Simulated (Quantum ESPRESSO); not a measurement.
# The states of the two spins in K2MnSe2

Where do the states of the two spins of K2MnSe2 lie?

Main program and level: Quantum ESPRESSO 7.5; PBEsol; plane waves with GBRV 1.5 PBEsol potentials, no spin-orbit coupling.

### 1. Starting point

It takes space group Ibam (No. 72, orthorhombic). The conventional cell has a = 7.166 Å, b = 13.193 Å, c = 6.440 Å, α = 90.00°, β = 90.00°, γ = 90.00°. K has 6 Se at 3.28 to 3.89 Å and 2 Mn at 3.50 Å nearest. Nearest to Mn lie 4 Se at 2.56 Å. Se has 2 Mn at 2.56 Å and 6 K at 3.28 to 3.89 Å nearest. Farther neighbours and most contacts between anions are not listed.

The cell comes from the Crystallography Open Database.

### 2. The magnetic state

This state came out lowest in a comparison of starts that is told elsewhere.

pw.in reads:

```
&CONTROL
  calculation = 'scf'
  prefix = 'pwscf'
  outdir = './tmp'
  pseudo_dir = './pseudo'
  disk_io = 'low'
/
&SYSTEM
  ibrav = 0
  celldm(1) = 8
  nat = 10
  ntyp = 4
  ecutwfc = 40
  ecutrho = 280
  nbnd = 63
  occupations = 'smearing'
  smearing = 'fd'
  degauss = 0.00367493
  nspin = 2
  starting_magnetization(1) = 0
  starting_magnetization(2) = 0.3
  starting_magnetization(3) = -0.3
  starting_magnetization(4) = 0
/
&ELECTRONS
  conv_thr = 2d-08
  electron_maxstep = 150
  mixing_beta = 0.3
/
ATOMIC_SPECIES
K      39.0983 k_pbesol_v1.4.uspp.F.UPF
Mn1    54.9380 mn_pbesol_v1.5.uspp.F.UPF
Mn2    54.9380 mn_pbesol_v1.5.uspp.F.UPF
Se     78.9710 se_pbesol_v1.uspp.F.UPF
CELL_PARAMETERS alat
  -0.8463610880668    1.5581972976367    0.7606147651619
   0.8463610880668   -1.5581972976367    0.7606147651619
   0.8463610880668    1.5581972976367   -0.7606147651619
ATOMIC_POSITIONS crystal
K       0.1463900000    0.3393000000    0.4856900000
K       0.8536100000    0.6607000000    0.5143100000
K       0.3536100000    0.8393000000    0.1929100000
K       0.6463900000    0.1607000000    0.8070900000
Mn1     0.2500000000    0.2500000000    0.0000000000
Mn2     0.7500000000    0.7500000000    0.0000000000
Se      0.8940800000    0.1982700000    0.0923500000
Se      0.1059200000    0.8017300000    0.9076500000
Se      0.6059200000    0.6982700000    0.3041900000
Se      0.3940800000    0.3017300000    0.6958100000
K_POINTS automatic
4 4 4 0 0 0
```

Launch:

```bash
$ OMP_NUM_THREADS=1 mpirun -n 4 pw.x -nk 4 -in pw.in > pw.out
```

What it wrote:

```text
Program PWSCF v.7.5 starts

     Message from routine setup:
     using ibrav=0 with symmetry is DISCOURAGED, use correct ibrav instead

     K-points division:     npool     =       4
     Subspace diagonalization in iterative solution of the eigenvalue problem:

     bravais-lattice index     =            0
     lattice parameter (alat)  =       8.0000  a.u.
     unit-cell volume          =    2054.3424 (a.u.)^3
     number of atoms/cell      =           10
     number of atomic types    =            4
     number of electrons       =        90.00
     number of Kohn-Sham states=           63
     kinetic-energy cutoff     =      40.0000  Ry
     charge density cutoff     =     280.0000  Ry
     scf convergence threshold =      2.0E-08
     mixing beta               =       0.3000
     number of iterations used =            8  plain     mixing
     Exchange-correlation= SLA  PW   PSX  PSC
                           (   1   4  10   8   0   0   0)

     celldm(1)=   8.000000  celldm(2)=   0.000000  celldm(3)=   0.000000
     celldm(4)=   0.000000  celldm(5)=   0.000000  celldm(6)=   0.000000

     crystal axes: (cart. coord. in units of alat)
               a(1) = (  -0.846361   1.558197   0.760615 )
               a(2) = (   0.846361  -1.558197   0.760615 )
               a(3) = (   0.846361   1.558197  -0.760615 )

     reciprocal axes: (cart. coord. in units 2 pi/alat)
               b(1) = (  0.000000  0.320884  0.657363 )
               b(2) = (  0.590764 -0.000000  0.657363 )
               b(3) = (  0.590764  0.320884  0.000000 )

     PseudoPot. # 1 for K  read from file:
     k_pbesol_v1.4.uspp.F.UPF
     Pseudo is Ultrasoft + core correction, Zval =  9.0

     PseudoPot. # 2 for Mn read from file:
     mn_pbesol_v1.5.uspp.F.UPF
     Pseudo is Ultrasoft + core correction, Zval = 15.0

     PseudoPot. # 3 for Mn read from file:
     mn_pbesol_v1.5.uspp.F.UPF
     Pseudo is Ultrasoft + core correction, Zval = 15.0

     PseudoPot. # 4 for Se read from file:
     se_pbesol_v1.uspp.F.UPF
     Pseudo is Ultrasoft + core correction, Zval =  6.0

     atomic species   valence    mass     pseudopotential
     K                 9.00    39.09830     K ( 1.00)
     Mn1              15.00    54.93800     Mn( 1.00)
     Mn2              15.00    54.93800     Mn( 1.00)
     Se                6.00    78.97100     Se( 1.00)

     Starting magnetic structure
     atomic species   magnetization
     K               0.000
     Mn1             0.300
     Mn2            -0.300
     Se              0.000

      4 Sym. Ops. (no inversion) found ( 2 have fractional translation)

   Cartesian axes

     site n.     atom                  positions (alat units)
         1        K      tau(   1) = (   0.5743406   0.4562090   0.0000000  )
         2        K      tau(   2) = (   0.2720205   1.1019883   0.7606148  )
         3        K      tau(   3) = (   0.5743406  -0.4562090   0.7606148  )
         4        K      tau(   4) = (   0.2720205   2.0144063   0.0000000  )
         5        Mn1    tau(   5) = (   0.0000000   0.0000000   0.3803074  )
         6        Mn2    tau(   6) = (   0.0000000   0.0000000   1.1409221  )
         7        Se     tau(   7) = (  -0.5107451   1.2281088   0.7606148  )
         8        Se     tau(   8) = (   1.3571062   0.3300885   0.0000000  )
         9        Se     tau(   9) = (   0.3356160   0.3300885   0.7606148  )
        10        Se     tau(  10) = (   0.5107451   1.2281088  -0.0000000  )

     number of k points=    18  Fermi-Dirac smearing, width (Ry)=  0.0037
                       cart. coord. in units 2pi/alat
        k(    1) = (   0.0000000   0.0000000   0.0000000), wk =   0.0156250
        k(    2) = (   0.1476911   0.0802209   0.0000000), wk =   0.0625000
        k(    3) = (  -0.2953822  -0.1604418   0.0000000), wk =   0.0312500
        k(    4) = (   0.1476911  -0.0000000   0.1643407), wk =   0.0625000
        k(    5) = (   0.2953822   0.0802209   0.1643407), wk =   0.1250000
        [... 13 further k-points ...]

     Dense  grid:   162591 G-vectors     FFT dimensions: (  90,  90,  90)

     Smooth grid:    70217 G-vectors     FFT dimensions: (  64,  64,  64)

     Check: negative core charge=   -0.000012
     Generating pointlists ...
     new r_m :   0.3195 (alat units)  2.5559 (a.u.) for type    1
     new r_m :   0.2496 (alat units)  1.9971 (a.u.) for type    2
     new r_m :   0.2496 (alat units)  1.9971 (a.u.) for type    3
     new r_m :   0.2496 (alat units)  1.9971 (a.u.) for type    4

     Initial potential from superposition of free atoms

     starting charge      86.9849, renormalised to      90.0000
     Starting wfcs are   74 randomized atomic wfcs

     Self-consistent Calculation

     iteration #  1     ecut=    40.00 Ry     beta= 0.30
     Davidson diagonalization with overlap
     ethr =  1.00E-02,  avg # of iterations =  5.6

     total energy              =    -822.08633085 Ry
     estimated scf accuracy    <       5.47549569 Ry

     total magnetization       =    -0.00 Bohr mag/cell
     absolute magnetization    =     7.93 Bohr mag/cell

     iteration #  2     ecut=    40.00 Ry     beta= 0.30
     Davidson diagonalization with overlap
     ethr =  6.08E-03,  avg # of iterations =  3.9

     total energy              =    -821.90793062 Ry
     estimated scf accuracy    <      12.79843817 Ry

     total magnetization       =    -0.01 Bohr mag/cell
     absolute magnetization    =     4.08 Bohr mag/cell

     [... further iterations left out ...]

     iteration # 15     ecut=    40.00 Ry     beta= 0.30
     Davidson diagonalization with overlap
     ethr =  1.10E-10,  avg # of iterations =  8.6

     negative rho (up, down):  1.119E-04 1.119E-04

     total energy              =    -823.72513881 Ry
     estimated scf accuracy    <       0.00000002 Ry

     total magnetization       =    -0.00 Bohr mag/cell
     absolute magnetization    =     9.05 Bohr mag/cell

     iteration # 16     ecut=    40.00 Ry     beta= 0.30
     Davidson diagonalization with overlap
     ethr =  2.68E-11,  avg # of iterations =  5.7

     negative rho (up, down):  1.118E-04 1.118E-04

     Magnetic moment per site  (integrated on atomic sphere of radius R)
     atom   1 (R=0.319)  charge=  7.9520  magn= -0.0000
     atom   2 (R=0.319)  charge=  7.9520  magn= -0.0000
     atom   3 (R=0.319)  charge=  7.9520  magn= -0.0000
     atom   4 (R=0.319)  charge=  7.9520  magn= -0.0000
     atom   5 (R=0.250)  charge= 13.1996  magn=  3.9975
     atom   6 (R=0.250)  charge= 13.1996  magn= -3.9976
     atom   7 (R=0.250)  charge=  3.9085  magn=  0.0000
     atom   8 (R=0.250)  charge=  3.9085  magn=  0.0000
     atom   9 (R=0.250)  charge=  3.9085  magn=  0.0000
     atom  10 (R=0.250)  charge=  3.9085  magn=  0.0000

     End of self-consistent calculation

     [... lines left out ...]
     the Fermi energy is     5.2742 ev

!    total energy              =    -823.72513883 Ry
     estimated scf accuracy    <       0.00000002 Ry
     smearing contrib. (-TS)   =      -0.00000000 Ry
     internal energy E=F+TS    =    -823.72513883 Ry

     The total energy is F=E-TS. E is the sum of the following terms:
     one-electron contribution =    -526.24442956 Ry
     hartree contribution      =     285.05973597 Ry
     xc contribution           =    -206.34278599 Ry
     ewald contribution        =    -376.19765926 Ry

     total magnetization       =     0.00 Bohr mag/cell
     absolute magnetization    =     9.05 Bohr mag/cell

     convergence has been achieved in  16 iterations

=------------------------------------------------------------------------------=
   JOB DONE.
=------------------------------------------------------------------------------=
```

The job ended after 6.1 min (4 MPI ranks of Intel Xeon Platinum 8259CL at 2.50GHz (Skylake/Cascade Lake), shared host; peak memory 1.6 GiB; 24 min of CPU time).

Spin moment in the atom's sphere by atom:

```csv
atom,spin moment in the atom's sphere (μB)
K1,0.00
K2,0.00
K3,0.00
K4,0.00
Mn5,4.00
Mn6,-4.00
Se7,0.00
Se8,0.00
Se9,0.00
Se10,0.00
```

Read from the output:

```yaml
smearing_term_ts: 3.48e-9 eV
magnetization: 0 μB
absolute_magnetization: 9.049 μB
final_state: antiferromagnetic
```

(Part 1 of 2 ends here.)

[Logs and program files are shortened in this print: banners, set-up blocks, solver, clock and traceback lines can be left out without a mark of their own.]

[Logs are printed without paths, hosts, clocks, repeated set-up lines and the standing remarks that a program may print on its own settings, such as how far it seeks lower states.]

[Hosts, paths, dates, database ids (printed as entryN), source tags and the programs' standing remarks are cut or masked in the printed files.]

[Where a cell is said to come from a database of computed structures, the database is the Materials Project.]
